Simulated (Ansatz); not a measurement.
# TePtS monolayer, Janus: modes against uniaxial strain along the armchair direction, normal to a, with the width clamped, part 2 of 2

Aim: how do the optical modes of TePtS monolayer, Janus shift and split under this strain?

Ansatz 0.2.0; DFT PBE, scalar-relativistic, plane waves, PAW; PAW set soft_1.

So far, highest optical mode at the zone centre (no LO-TO term) (cm⁻¹): step 5 (modes at rest) 285.

## (7) Modes of this member: uniaxial strain of +5 % along the armchair direction, normal to a, with the width clamped

The zone-centre modes follow for uniaxial strain of +5 % along the armchair direction, normal to a, with the width clamped.

Input file input.yaml:

```yaml
crystal:
  lattice:
    - [3.8106982977, 0.0, 0.0]
    - [-1.9053491489, 3.4651696085, 0.0]
    - [0.0, 0.0, 30.0]
  atoms:
    - { symbol: Pt, position: [-0.0018507369, -0.0037014737, 0.3346823509] }
    - { symbol: S, position: [0.3307969815, 0.6615939631, 0.3729673689] }
    - { symbol: Te, position: [0.6710537553, 0.3421075106, 0.2890169469] }
  periodic: [true, true, false]
kpoints:
  mp_grid: { grid: [9, 9, 1] }
hamiltonian:
  xc: pbe
  pseudopotentials: { kind: paw, azcp: { folder: soft_1 } }
scf:
  occupations: { method: fixed }
output:
  eigenvalues: true
phonons:
  method: dfpt
```

On the command line:

```bash
$ ansatz run input.yaml --threads 4 --pin off --max-ram 16384MiB --backend cpu --events-out ev --progress --plain --runs-dir out
```

Numbers of over 12 decimals in the logs are rounded to 6 here.

The log of the run:

```text
zone centre: on kpoints.mp_grid the ground state, and the responses unless they are solved on pairs of k-points, stand on 25 of the mesh's 81 k-points, reduced under 2 symmetry operations, with k and −k counted as one. Each operation leaves every solved displacement unchanged or reverses it
[...]
Crystal: 3 atoms, lattice volume = 396.141 Å³
Basis set: ecut = 420 eV, 7789 PW (Γ), exchange–correlation on 54×54×432 points (8 copies of the dense FFT grid, shifted against one another)
Bands: 24, of which v1, the nominal top of the filled ones, is band 20 counted from 1 (19 counted from 0)
Symmetry: 2 space group operations
k-points: 25 of 81 (time reversal used)
[...]
SCF iter   1: F=—  HF=-20408.592832 eV  |F-HF|=—  |Δ(HF+E_count)|=         —  Δρ=3.12e-2  dr2=5.85e0  ethr=3.10e-3  ⟨swp⟩=7.7  Hψ=3200  notcnv=0  defer=50
[...]
SCF iter  15: F=-20407.589738 eV  HF=-20407.589738 eV  |F-HF|=2.55e-11  |Δ(HF+E_count)|=  1.02e-10  Δρ=4.71e-8  dr2=1.04e-11  ethr=1.00e-12  ⟨swp⟩=24.8  Hψ=6713  notcnv=0
SCF 1 converged in 15 iterations: F = -20407.589738 eV  dr2 = 1.04e-11
[...]
SCF converged after 15 iterations
Free energy (F): -20407.589738 eV
[...]
Internal energy: -20407.589738 eV  (E = F + TS)
E sigma→0 (E₀):  -20407.589738 eV
Fermi energy:    -5.451714 eV
[...]
--- Band table (eV; the first three rows and the last of 25) ---
  k-point 0: bands = [... 16 lower, -7.0127, -6.0734, -5.8274, -5.6503, -2.9614, -2.8635, -1.6743, -0.6299]
  k-point 1: bands = [... 16 lower, -7.3283, -6.2004, -5.7130, -5.6820, -3.6778, -3.0156, -1.3844, -0.3737]
  k-point 2: bands = [... 16 lower, -7.8448, -6.4234, -6.0271, -5.6274, -4.5252, -3.1847, -0.7793, -0.4448]
  k-point 24: bands = [... 16 lower, -7.9593, -7.3325, -7.1104, -5.8443, -4.3688, -3.6275, -0.6293, 0.4768]
[...]
ASR residual: 8.534e-5 → 0.000e0 eV/Å²; symmetrization residual: 1.713e-5 eV/Å²
  ASR residual per site (eV/Å²): 8.53e-5 2.56e-5 8.41e-5
  Γ frequencies (cm⁻¹): 0.00 0.00 0.00 162.66 165.15 175.84 208.16 234.61 273.99
[...]
```

Wall time 85 s (4 threads of Arm Neoverse V1, shared host); peak memory 1.3 GiB; 5.3 min of CPU time.

Numbers from this step:

```yaml
sum_rule_residual_before_enforcement: 8.53e-5 eV/Å²
point_group: m
highest_optical_mode_at_the_zone_centre_no_lo_to_term: 274.0 cm⁻¹
lowest_optical_zone_centre_mode: 162.7 cm⁻¹
```

Without the LO-TO term. Patterns of degenerate modes are one choice out of their space. The modes at Γ (shares of kinetic energy by element, %):

| mode | frequency (cm⁻¹) | symmetry | Pt % | S % | Te % |
| --- | --- | --- | --- | --- | --- |
| 1 | 0.0 | acoustic | 55 | 9 | 36 |
| 2 | 0.0 | acoustic | 55 | 9 | 36 |
| 3 | 0.0 | acoustic | 55 | 9 | 36 |
| 4 | 162.7 | A' | 28 | 9 | 64 |
| 5 | 165.2 | A'' | 29 | 7 | 64 |
| 6 | 175.8 | A' | 31 | 5 | 64 |
| 7 | 208.2 | A' | 18 | 82 | 1 |
| 8 | 234.6 | A'' | 16 | 84 | 0 |
| 9 | 274.0 | A' | 13 | 87 | 0 |

The lowest optical mode is real, 163 cm⁻¹, and the highest lies at 274.0 cm⁻¹.

Between step 5 and this run (strain 5 %) the value for the highest optical mode at the zone centre (no LO-TO term) moves from 285 cm⁻¹ to 274 cm⁻¹ (-4 %).

## (8) Relaxation of a member: uniaxial strain of -3 % along the armchair direction, normal to a, with the width clamped

The cell takes a uniaxial strain of -3 % along the armchair direction, normal to a, with the width clamped. The cell is held, and the atoms relax in it.

Input file input.yaml:

```yaml
crystal:
  lattice:
    - [3.8106982977, 0.0, 0.0]
    - [-1.9053491489, 3.2011566861, 0.0]
    - [0.0, 0.0, 30.0]
  atoms:
    - { symbol: Pt, position: [0.0004499356, 0.0008998712, 0.3350942099] }
    - { symbol: S, position: [0.3352626499, 0.6705252998, 0.3752328795] }
    - { symbol: Te, position: [0.6642874145, 0.328574829, 0.2863395772] }
  periodic: [true, true, false]
kpoints:
  mp_grid: { grid: [9, 9, 1] }
hamiltonian:
  xc: pbe
  pseudopotentials: { kind: paw, azcp: { folder: soft_1 } }
scf:
  occupations: { method: gaussian, width: 0.02 }
output:
  forces: true
  stress: true
  eigenvalues: true
relax:
  adjacent_minimum: "off"
  f_tol: 0.001
  max_steps: 60
```

The log of the run:

```text
[...]
Crystal: 3 atoms, lattice volume = 365.959 Å³
Basis set: ecut = 420 eV, 7169 PW (Γ), exchange–correlation on 54×50×432 points (8 copies of the dense FFT grid, shifted against one another)
Bands: 24, of which v1, the nominal top of the filled ones, is band 20 counted from 1 (19 counted from 0)
Symmetry: 2 space group operations
[...]
F+E_penalty+E_count = -20407.62710161 eV   max|allowed force component| = 2.955e-4 eV/Å
  cell:  # Å, volume = 365.9593 Å³
    - [3.8106982977, 2.976042818133357e-11, 0.0]
    - [-1.905349148875, 3.201157, 0.0]
    - [0.0, 0.0, 30.0]
  atoms:
    - { symbol: Pt, position: [0.000634212, 0.00126842, 0.335157] }
    - { symbol: S, position: [0.336398, 0.672796, 0.375579] }
    - { symbol: Te, position: [0.662968, 0.325936, 0.285931] }
[key lines of the parts left out:]
SCF converged after 3 iterations
Free energy (F): -20407.627102 eV
Fermi energy:    -5.014502 eV
P = ½ c Tr σ = 1.2624 N/m
```

Wall time 36 s (4 threads); peak memory 0.74 GiB; 2.3 min of CPU time.

Step by step:

| step | energy less that of the first step (eV) | largest force component (eV/Å) |
| --- | --- | --- |
| 1 | 0.0000 | 0.1536 |
| 2 | 0.0015 | 0.2317 |
| 3 | -0.0021 | 0.0170 |
| 4 | -0.0021 | 0.0075 |
| 5 | -0.0021 | 0.0003 |
| 6 | -0.0021 | 0.0003 |

Relaxation step 2 was tried and not accepted.

Forces are held to the 2 operations that the run works with; a distortion that breaks them can't arise in this run.

The atoms that moved most (Å):

```
atom     dx      dy      dz  length
 Te3  0.000  -0.008  -0.012   0.015
  S2  0.000   0.007   0.010   0.013
```

Final coordinates:

```cif
data_structure
_symmetry_space_group_name_H-M 'P 1'
_symmetry_Int_Tables_number 1
_cell_length_a 3.8107
_cell_length_b 3.7253
_cell_length_c 30.0000
_cell_angle_alpha 90.000
_cell_angle_beta 90.000
_cell_angle_gamma 120.761
_cell_volume 365.96
loop_
_atom_site_label
_atom_site_type_symbol
_atom_site_fract_x
_atom_site_fract_y
_atom_site_fract_z
_atom_site_occupancy
Pt1 Pt 0.00063 0.00127 0.33516 1
S2 S 0.33640 0.67280 0.37558 1
Te3 Te 0.66297 0.32594 0.28593 1
```

This step gave:

| Quantity | Value |
| --- | --- |
| gap on the k-mesh | 0.7349 eV |
| area per atom | 4.066 Å² |

The largest force component left is 0.29 meV/Å.

## (9) Zone-centre modes of the member: uniaxial strain of -3 % along the armchair direction, normal to a, with the width clamped

The zone-centre modes follow for uniaxial strain of -3 % along the armchair direction, normal to a, with the width clamped.

input.yaml, the sections that differ from step 8:

```yaml
crystal:
  lattice:
    - [3.8106982977, 0.0, 0.0]
    - [-1.9053491489, 3.2011566861, 0.0]
    - [0.0, 0.0, 30.0]
  atoms:
    - { symbol: Pt, position: [0.0006342122, 0.0012684244, 0.3351569484] }
    - { symbol: S, position: [0.3363978741, 0.6727957481, 0.3755787036] }
    - { symbol: Te, position: [0.6629679138, 0.3259358275, 0.2859310146] }
  periodic: [true, true, false]
scf:
  occupations: { method: fixed }
output:
  eigenvalues: true
phonons:
  method: dfpt
# kpoints, hamiltonian: as in step 8
# relax: removed
```

The log of the run:

```text
[...]
Crystal: 3 atoms, lattice volume = 365.959 Å³
Basis set: ecut = 420 eV, 7169 PW (Γ), exchange–correlation on 54×54×432 points (8 copies of the dense FFT grid, shifted against one another)
Bands: 24, of which v1, the nominal top of the filled ones, is band 20 counted from 1 (19 counted from 0)
Symmetry: 2 space group operations
k-points: 25 of 81 (time reversal used)
[...]
k-point 2: bands = [... 16 lower, -7.8018, -6.3139, -5.9103, -5.5960, -4.3152, -3.1241, -0.6762, -0.2351]
  k-point 24: bands = [... 16 lower, -8.0186, -7.2675, -7.0092, -5.9068, -4.3806, -3.5770, -0.1205, 0.5951]
  ° read free of the cell's end (the report's vacuum.weakly_bound_levels)
[...]
ASR residual: 2.033e-4 → 0.000e0 eV/Å²; symmetrization residual: 1.797e-5 eV/Å²
  ASR residual per site (eV/Å²): 2.03e-4 6.45e-5 2.02e-5
  Γ frequencies (cm⁻¹): 0.00 0.00 0.00 166.78 167.71 177.43 244.79 256.22 291.45
[...]
[key lines of the parts left out:]
SCF converged after 17 iterations
Free energy (F): -20407.627102 eV
Fermi energy:    -5.381769 eV
```

The job ended after 82 s (4 threads; peak memory 1.3 GiB).

Numbers from this step:

| Quantity | Value |
| --- | --- |
| sum-rule residual before enforcement | 2.03e-4 eV/Å² |
| highest optical mode at the zone centre (no LO-TO term) | 291.4 cm⁻¹ |
| lowest optical zone-centre mode | 166.8 cm⁻¹ |

Without the LO-TO term. Patterns of degenerate modes are one choice out of their space. Modes at Γ, with each element's share of the kinetic energy:

```csv
mode,frequency (cm⁻¹),symmetry,Pt %,S %,Te %
1,0.0,acoustic,55,9,36
2,0.0,acoustic,55,9,36
3,0.0,acoustic,55,9,36
4,166.8,A'',26,11,63
5,167.7,A',27,10,63
6,177.4,A',33,3,64
7,244.8,A'',19,80,1
8,256.2,A',18,81,1
9,291.4,A',12,88,0
```

The lowest optical mode is real, 167 cm⁻¹, and the highest lies at 291.4 cm⁻¹.

For the highest optical mode at the zone centre (no LO-TO term), step 5 gave 285 cm⁻¹; this run, with strain -3 %, gives 291 cm⁻¹ (+2 %).

## (10) All members side by side

The members are set side by side, also those not shown above.

Energies are extrapolated to zero smearing, and E0 is that at rest; the cell is clamped and the atoms are relaxed. State of the crystal along the series:

```csv
strain (%),E - E0 (meV/atom),gap on mesh (eV)
-3,7.742,0.7349
-2,3.421,0.8236
-1,0.8523,0.8729
0,0,0.8926
1,0.8399,0.8883
2,3.332,0.884
3,7.429,0.8796
4,13.07,0.8751
5,20.2,0.8708
```

Optical modes are counted from below at rest and tracked from member to member by their patterns, and modes that stay within 0.3 cm⁻¹ of each other stand once; labels, where given, are those at rest, then, where named, those of the strained cell; the cell is clamped and the atoms are relaxed. Optical modes along the series:

```
strain (%)  optical mode 1 E to A' single part (cm⁻¹)  optical mode 2 E to A'' single part (cm⁻¹)  optical mode 3 A1 to A' (cm⁻¹)  optical mode 4 E to A' single part (cm⁻¹)  optical mode 5 E to A'' single part (cm⁻¹)  optical mode 6 A1 to A' (cm⁻¹)
        -3                                      167.7                                       166.8                           177.4                                      256.2                                       244.8                           291.4
        -2                                      167.8                                       167.1                           177.7                                      251.5                                       243.5                           289.5
        -1                                      167.6                                       167.2                           177.9                                      246.3                                       242.2                           287.4
         0                                      167.2                                       167.2                           177.9                                      240.8                                       240.8                           285.3
         1                                      166.7                                       167.1                           177.8                                      234.9                                       239.4                           283.1
         2                                      165.9                                       166.8                           177.5                                      228.7                                       238.1                           280.9
         3                                        165                                       166.4                           177.1                                      222.1                                       236.8                           278.6
         4                                      163.9                                       165.9                           176.6                                      215.2                                       235.7                           276.3
         5                                      162.7                                       165.2                           175.8                                      208.2                                       234.6                             274
```

Value and slope at zero strain of a cubic (a lower polynomial where under five rows exist) through the rows within 2 % of rest. Slopes at rest:

```
                               mode  frequency (cm⁻¹)  shift per percent of strain (cm⁻¹)
 optical mode 1 E to A' single part             167.2                               -0.48
optical mode 2 E to A'' single part             167.2                               -0.05
            optical mode 3 A1 to A'             177.9                               -0.05
 optical mode 4 E to A' single part             240.8                               -5.71
optical mode 5 E to A'' single part             240.8                               -1.36
            optical mode 6 A1 to A'             285.3                               -2.15
```

## (11) Summary of results

- members: 9
- highest optical mode at the zone centre (no LO-TO term), at rest: 285.3 cm⁻¹
- optical mode 3 A1 to A', shift per percent: -0.05 cm⁻¹
- optical mode 4 E to A' single part, shift per percent: -5.71 cm⁻¹
- optical mode 5 E to A'' single part, shift per percent: -1.36 cm⁻¹
- optical mode 6 A1 to A', shift per percent: -2.15 cm⁻¹

**Reading.** The strain lowers the symmetry: the level at 240.8 cm⁻¹ splits, into 208.2 and 234.6 cm⁻¹ at +5 %. Within 2 % of rest optical mode 1 E to A' single part, optical mode 2 E to A'' single part and optical mode 3 A1 to A' bend away from a straight line, so a single slope holds only near rest. The fastest shift in the table of slopes is -5.7 cm⁻¹ for each percent (optical mode 4 E to A' single part). The width is clamped, so the contraction across the strain that a free sheet shows is left out. These are harmonic frequencies at zero temperature: anharmonic shifts, linewidths and thermal expansion are left out. Spin-orbit coupling is left out, which can matter for the heavy elements here. The starting cell was built on a prototype and not taken from a measurement. Only the zone centre was solved, so an instability at another wavevector cannot show here. In a sheet the LO-TO splitting vanishes at the zone centre, so no such term is missing here.

[Logs are printed without paths, hosts, clocks, repeated set-up lines and the standing remarks that a program may print on its own settings, such as how far it seeks lower states.]

[Hosts, paths, dates, database ids (printed as entryN), source tags and the programs' standing remarks are cut or masked in the printed files.]
